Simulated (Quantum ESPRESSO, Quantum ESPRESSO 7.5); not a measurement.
## Work function and surface energy of Al(100) against thickness

Wanted: a thickness series of Al(100), driven from Python.

Program: Quantum ESPRESSO 7.5. Level of theory: plane-wave DFT, PBE, GBRV ultrasoft pseudopotentials. Results are calculated unless marked as measured.

Experimental background.

For Al (clean (100) face), “Properties of real metallic surfaces: Effects of density functional semilocality and van der Waals nonlocality” (2017, arxiv:1702.08515) quotes earlier work: work function (clean (100) face) 4.32 eV.

## (1) The starting structure

The cell holds 8 atoms: 8 Al. Cell: a = 2.864 Å, b = 2.864 Å, c = 29.175 Å, α = 90.0°, β = 90.0°, γ = 90.0°. It derives from Al. Vacuum lies along c.

Structure file:

```
Al
1.0
     2.86378    0.00000    0.00000
     0.00000    2.86378    0.00000
     0.00000    0.00000   29.17500
Al
8
Direct
  0.50000 0.50000 0.25707
  0.00000 0.00000 0.32648
  0.50000 0.50000 0.39589
  0.00000 0.00000 0.46530
  0.50000 0.50000 0.53470
  0.00000 0.00000 0.60411
  0.50000 0.50000 0.67352
  0.00000 0.00000 0.74293
```

## (2) Running the series

ASE writes the inputs, starts pw.x and reads the results. Under ESM bc1 the zero of energy of a symmetric slab is the vacuum, so the work function is minus the Fermi level.

File run.py:

```python
import json
import numpy as np
from ase.build import fcc100
from ase.calculators.espresso import Espresso, EspressoProfile

profile = EspressoProfile(command='mpirun -n 2 pw.x -nk 2', pseudo_dir='../pseudo')
pseudopotentials = {'Al': 'al_pbe_v1.uspp.F.UPF'}
system = {'ecutwfc': 40, 'ecutrho': 200, 'occupations': 'smearing', 'smearing': 'mv', 'degauss': 0.02}


def calculator(name, kpts, **extra):
    data = dict(control=dict(tprnfor=True, verbosity='high', disk_io='none'),
                system=system | extra,
                electrons=dict(conv_thr=1e-07, mixing_beta=0.4, mixing_mode='local-TF',
                               electron_maxstep=100))
    return Espresso(profile=profile, directory=name, pseudopotentials=pseudopotentials, kpts=kpts, input_data=data)


def centre(atoms):
    z = atoms.positions[:, 2]
    atoms.positions[:, 2] -= (z.max() + z.min()) / 2  # ESM wants the slab about z = 0
    return atoms


rows = []
for n in [3, 4, 5, 6, 7, 8]:
    slab = centre(fcc100('Al', size=(1, 1, n), a=4.05, vacuum=7.5, periodic=True))
    slab.set_initial_magnetic_moments([0.0] * n)
    slab.calc = calculator(f'n{n}', (10, 10, 1), assume_isolated='esm', esm_bc='bc1')
    energy = slab.get_potential_energy()
    work = -slab.calc.get_fermi_level()
    force = slab.get_forces()[-1, 2]
    rows.append([n, energy, work, force])
    print(f'{n} layers: E = {energy:.5f} eV, work function {work:.3f} eV, force on the top atom {force:+.3f} eV/A')

n, energy = np.array(rows)[:, :2].T
slope, offset = np.polyfit(n[1:], energy[1:], 1)
area = np.linalg.norm(np.cross(*slab.cell[:2]))
gamma = offset / (2 * area) * 16.0218
print(f'bulk energy from the slope {slope:.5f} eV an atom; unrelaxed surface energy {gamma:.3f} J/m^2')
json.dump(dict(rows=rows, slope=slope, gamma=gamma), open('result.json', 'w'))
```

The run is started by

```bash
> OMP_NUM_THREADS=1 python run.py
```

What it wrote:

```text
3 layers: E = -272.84707 eV, work function 4.491 eV, force on the top atom +0.244 eV/A
4 layers: E = -364.03945 eV, work function 4.345 eV, force on the top atom +0.177 eV/A
5 layers: E = -455.34615 eV, work function 4.274 eV, force on the top atom +0.109 eV/A
6 layers: E = -546.64429 eV, work function 4.256 eV, force on the top atom +0.090 eV/A
7 layers: E = -637.87842 eV, work function 4.235 eV, force on the top atom +0.109 eV/A
8 layers: E = -729.13355 eV, work function 4.253 eV, force on the top atom +0.112 eV/A
bulk energy from the slope -91.27205 eV an atom; unrelaxed surface energy 1.000 J/m^2
```

The job ended after 12 min (2 MPI ranks of Arm Neoverse N1, shared host; peak memory 0.29 GiB).

The input that ASE wrote for the first run, and its log:

```
&CONTROL
   verbosity        = 'high'
   tprnfor          = .true.
   disk_io          = 'none'
   pseudo_dir       = '../pseudo'
/
&SYSTEM
   ecutwfc          = 40
   ecutrho          = 200
   occupations      = 'smearing'
   degauss          = 0.02
   smearing         = 'mv'
   assume_isolated  = 'esm'
   esm_bc           = 'bc1'
   ntyp             = 1
   nat              = 3
   ibrav            = 0
/
&ELECTRONS
   electron_maxstep = 100
   conv_thr         = 1e-07
   mixing_mode      = 'local-TF'
   mixing_beta      = 0.4
/
&IONS
/
&CELL
/
&FCP
/
&RISM
/
ATOMIC_SPECIES
Al 26.9815385 al_pbe_v1.uspp.F.UPF

K_POINTS automatic
10 10 1  0 0 0

CELL_PARAMETERS angstrom
2.86378246380552 0.00000000000000 0.00000000000000
0.00000000000000 2.86378246380552 0.00000000000000
0.00000000000000 0.00000000000000 19.05000000000000

ATOMIC_POSITIONS angstrom
Al 0.0000000000 0.0000000000 -2.0250000000  
Al 1.4318912319 1.4318912319 0.0000000000  
Al 0.0000000000 0.0000000000 2.0250000000
```

```text
Program PWSCF v.7.5 starts
[citation notice left out]

     Parallel version (MPI & OpenMP), running on       2 processor cores
     Number of MPI processes:                 2
     Threads/MPI process:                     1

     MPI processes distributed on     1 nodes
[... 1 line left out ...]

Warning: card &CELL ignored
Warning: card &FCP ignored
Warning: card &RISM ignored

     Current dimensions of program PWSCF are:
     Max number of different atomic species (ntypx) = 10
     Max number of k-points (npk) =  40000
     Max angular momentum in pseudopotentials (lmaxx) =  4
     Message from routine setup:
     using ibrav=0 with symmetry is DISCOURAGED, use correct ibrav instead

     K-points division:     npool     =       2
     Subspace diagonalization in iterative solution of the eigenvalue problem:
     a serial algorithm will be used

     G-vector sticks info
     --------------------
     sticks:   dense  smooth     PW     G-vecs:    dense   smooth      PW
     Sum         473     373    121                50347    36037    6521

     Using Slab Decomposition

     bravais-lattice index     =            0
     lattice parameter (alat)  =       5.4118  a.u.
     unit-cell volume          =    1054.3180 (a.u.)^3
     number of atoms/cell      =            3
     number of atomic types    =            1
     number of electrons       =         9.00
     number of Kohn-Sham states=            9
     kinetic-energy cutoff     =      40.0000  Ry
     charge density cutoff     =     200.0000  Ry
     scf convergence threshold =      1.0E-07
     mixing beta               =       0.4000
     number of iterations used =            8  local-TF  mixing
     Exchange-correlation= SLA  PW   PBE  PBE
                           (   1   4   3   4   0   0   0)

     Effective Screening Medium Method
     =================================
     Boundary Conditions: Vacuum-Slab-Vacuum
     total charge in unit cell        =   0.0000
     grid points for fit at edges     =        4

[... 10 lines left out ...]
     PseudoPot. # 1 for Al read from file:
     ../pseudo/al_pbe_v1.uspp.F.UPF
     Pseudo is Ultrasoft + core correction, Zval =  3.0
     Generated by new atomic code, or converted to UPF format
     Using radial grid of  893 points,  3 beta functions with:
                l(1) =   0
                l(2) =   1
                l(3) =   2
     Q(r) pseudized with  8 coefficients,  rinner =    0.900   0.900   0.900
                                                       0.900   0.900

     atomic species   valence    mass     pseudopotential
     Al                3.00    26.98154     Al( 1.00)

     16 Sym. Ops., with inversion, found

                                    s                        frac. trans.

      isym =  1     identity

 cryst.   s( 1) = (     1          0          0      )
                  (     0          1          0      )
[... 488 lines left out ...]
[... 1 line left out ...]

     negative rho (up, down):  1.507E-04 0.000E+00

[... 1 line left out ...]

     End of self-consistent calculation

          k = 0.0000 0.0000 0.0000 (  4553 PWs)   bands (ev):

   -14.8291 -12.5624  -9.1798  -6.1903  -2.3278  -0.5032  -0.1207   1.7312
     1.7317

     occupation numbers
     1.0000   1.0000   1.0000   1.0000   0.0000   0.0000   0.0000   0.0000
     0.0000

[... 120 lines left out ...]

     the Fermi energy is    -4.4910 ev

!    total energy              =     -20.05389177 Ry
     estimated scf accuracy    <       0.00000005 Ry
     smearing contrib. (-TS)   =       0.00091284 Ry
     internal energy E=F+TS    =     -20.05480461 Ry

     The total energy is F=E-TS. E is the sum of the following terms:
     one-electron contribution =     142.07272773 Ry
     hartree contribution      =     -70.63062233 Ry
     xc contribution           =     -12.65307320 Ry
     ewald contribution        =     -78.84383682 Ry

     convergence has been achieved in  14 iterations

     negative rho (up, down):  1.507E-04 0.000E+00

     Forces acting on atoms (cartesian axes, Ry/au):

     atom    1 type  1   force =     0.00000000    0.00000000   -0.00947107
     atom    2 type  1   force =     0.00000000    0.00000000    0.00000000
     atom    3 type  1   force =     0.00000000    0.00000000    0.00947107
     The non-local contrib.  to forces
     atom    1 type  1   force =     0.00000000    0.00000000   -0.00041548
     atom    2 type  1   force =     0.00000000    0.00000000    0.00000000
     atom    3 type  1   force =     0.00000000    0.00000000    0.00041548
     The ionic contribution  to forces
     atom    1 type  1   force =    -0.00000000   -0.00000000   -7.57337298
     atom    2 type  1   force =     0.00000000    0.00000000    0.00000000
     atom    3 type  1   force =    -0.00000000   -0.00000000    7.57337298
     The local contribution  to forces
     atom    1 type  1   force =    -0.00000000    0.00000000    7.56447865
     atom    2 type  1   force =    -0.00000000   -0.00000000    0.00000016
     atom    3 type  1   force =    -0.00000000   -0.00000000   -7.56447833
     The core correction contribution to forces
     atom    1 type  1   force =    -0.00000000   -0.00000000   -0.00036753
     atom    2 type  1   force =    -0.00000000   -0.00000000    0.00000000
     atom    3 type  1   force =     0.00000000   -0.00000000    0.00036753
     The Hubbard contrib.    to forces
     atom    1 type  1   force =     0.00000000    0.00000000    0.00000000
     atom    2 type  1   force =     0.00000000    0.00000000    0.00000000
     atom    3 type  1   force =     0.00000000    0.00000000    0.00000000
     The SCF correction term to forces
     atom    1 type  1   force =    -0.00000000    0.00000000    0.00020643
     atom    2 type  1   force =    -0.00000000   -0.00000000    0.00000000
     atom    3 type  1   force =     0.00000000    0.00000000   -0.00020643

     Total force =     0.013394     Total SCF correction =     0.000292
     Message from routine punch:
     Nothing written, as per user request (disk_io='none')

[... 1 line left out ...]

[... 1 line left out ...]

[... 1 line left out ...]

[... 3 lines left out ...]

[... 1 line left out ...]

[... 2 lines left out ...]

[... 1 line left out ...]

[... 1 line left out ...]

=------------------------------------------------------------------------------=
   JOB DONE.
=------------------------------------------------------------------------------=
```

This step gave:

```
surface energy                     : 1.000 J/m²
work function of the thickest slab : 4.253 eV
```

Work function against layers:

```csv
layers,work function (eV)
3.00,4.49
4.00,4.34
5.00,4.27
6.00,4.26
7.00,4.24
8.00,4.25
```

Force on the top atom along the normal against layers:

```csv
layers,force on the top atom along the normal (eV/Å)
3.00,0.244
4.00,0.177
5.00,0.109
6.00,0.0898
7.00,0.109
8.00,0.112
```

Energy less the bulk line's slope against layers:

```csv
layers,energy less the bulk line's slope (meV)
3.00,969
4.00,1049
5.00,1014
6.00,988
7.00,1026
8.00,1043
```

## (3) The script: PBE, PseudoDojo norm-conserving

Level of this step: plane-wave DFT, PBE, PseudoDojo norm-conserving pseudopotentials (Quantum ESPRESSO 7.5).

run.py is the input of step 2 with these lines changed:

```diff
@@ -6,4 +6,4 @@
 profile = EspressoProfile(command='mpirun -n 2 pw.x -nk 2', pseudo_dir='../pseudo')
-pseudopotentials = {'Al': 'al_pbe_v1.uspp.F.UPF'}
-system = {'ecutwfc': 40, 'ecutrho': 200, 'occupations': 'smearing', 'smearing': 'mv', 'degauss': 0.02}
+pseudopotentials = {'Al': 'Al.dojo-sr-pbe-0.4.1-standard.upf'}
+system = {'ecutwfc': 32, 'ecutrho': 128, 'occupations': 'smearing', 'smearing': 'mv', 'degauss': 0.02}
```

The run is started by

```bash
> OMP_NUM_THREADS=1 python run.py
```

What it wrote:

```text
3 layers: E = -188.22816 eV, work function 4.490 eV, force on the top atom +0.237 eV/A
4 layers: E = -251.21961 eV, work function 4.345 eV, force on the top atom +0.173 eV/A
5 layers: E = -314.32477 eV, work function 4.276 eV, force on the top atom +0.113 eV/A
6 layers: E = -377.42160 eV, work function 4.256 eV, force on the top atom +0.085 eV/A
7 layers: E = -440.45513 eV, work function 4.233 eV, force on the top atom +0.102 eV/A
8 layers: E = -503.50906 eV, work function 4.254 eV, force on the top atom +0.105 eV/A
bulk energy from the slope -63.07093 eV an atom; unrelaxed surface energy 1.015 J/m^2
```

Wall time 5.3 min (2 MPI ranks); peak memory 0.22 GiB; 11 min of CPU time.

Numbers from this step:

- surface energy: 1.015 J/m²
- work function of the thickest slab: 4.254 eV

Work function against layers:

```csv
layers,work function (eV)
3.00,4.49
4.00,4.35
5.00,4.28
6.00,4.26
7.00,4.23
8.00,4.25
```

Table of force on the top atom along the normal by layers:

```csv
layers,force on the top atom along the normal (eV/Å)
3.00,0.237
4.00,0.173
5.00,0.113
6.00,0.0849
7.00,0.102
8.00,0.105
```

The energy less the bulk line's slope by layers:

```csv
layers,energy less the bulk line's slope (meV)
3.00,985
4.00,1064
5.00,1030
6.00,1004
7.00,1041
8.00,1058
```

## (4) Worked from the printed numbers

γ = (E_N − N e_bulk)/(2A). The excess of the thickest slab is 1.043 eV and A = 8.201 Å²: 1.043/(2 × 8.201) × 16.02 = 1.02 J/m² (1 eV/Å² = 16.02 J/m²); the fit's intercept gives 1.00.

## (5) Outcome

```json
{
 "work function of the thickest slab, PBE, GBRV ultrasoft": "4.25 eV",
 "unrelaxed surface energy, PBE, GBRV ultrasoft": "1.00 J/m²",
 "work function of the thickest slab, PBE, PseudoDojo norm-conserving": "4.25 eV",
 "unrelaxed surface energy, PBE, PseudoDojo norm-conserving": "1.02 J/m²"
}
```

**Reading.** The thickest slab gives a work function of 4.25 eV and the series an unrelaxed surface energy of 1.00 J/m² (PBE, GBRV ultrasoft). The work function swings by 0.26 eV over 3 to 8 layers and by 0.02 eV over the last step; confined states crossing the Fermi level and the finite mesh both contribute. From 5 layers on it stays within 0.1 eV. The force on the top atom of the thickest slab points outwards (0.11 eV/Å). Experiment, extrapolated from the liquid and averaged over faces, gives a surface energy of 1.14 J/m² (arxiv:0801.1077, 2008); the value here lies under it, as is usual for gradient-corrected functionals. The slabs are cut from the bulk at the tabulated lattice constant and not relaxed; the surface energy comes from a straight line through the energies of all but the thinnest slab.

Computed beside measured:

```
                             quantity  measured        PBE, GBRV  PBE, PseudoDojo
work function (clean (100) face) (eV)      4.32  4.25 (-0.07 eV)  4.25 (-0.07 eV)
```

Measured values from arxiv:1702.08515 (2017).

How well it matches: The grades are ours: good and fair within 3 and 7 % for the work function. Other measurements of the same face can differ from the value quoted by 0.1 to 0.2 eV.

[Logs are printed without paths, hosts, clocks, repeated set-up lines and the standing remarks that a program may print on its own settings, such as how far it seeks lower states.]

[Hosts, paths, dates, database ids (printed as entryN), source tags and the programs' standing remarks are cut or masked in the printed files.]

[Maps of the electrostatic potential energy from Ansatz leave out the sawtooth potential of an applied field or a dipole correction, so their vacuum need not be flat; planar profiles and work functions include it.]
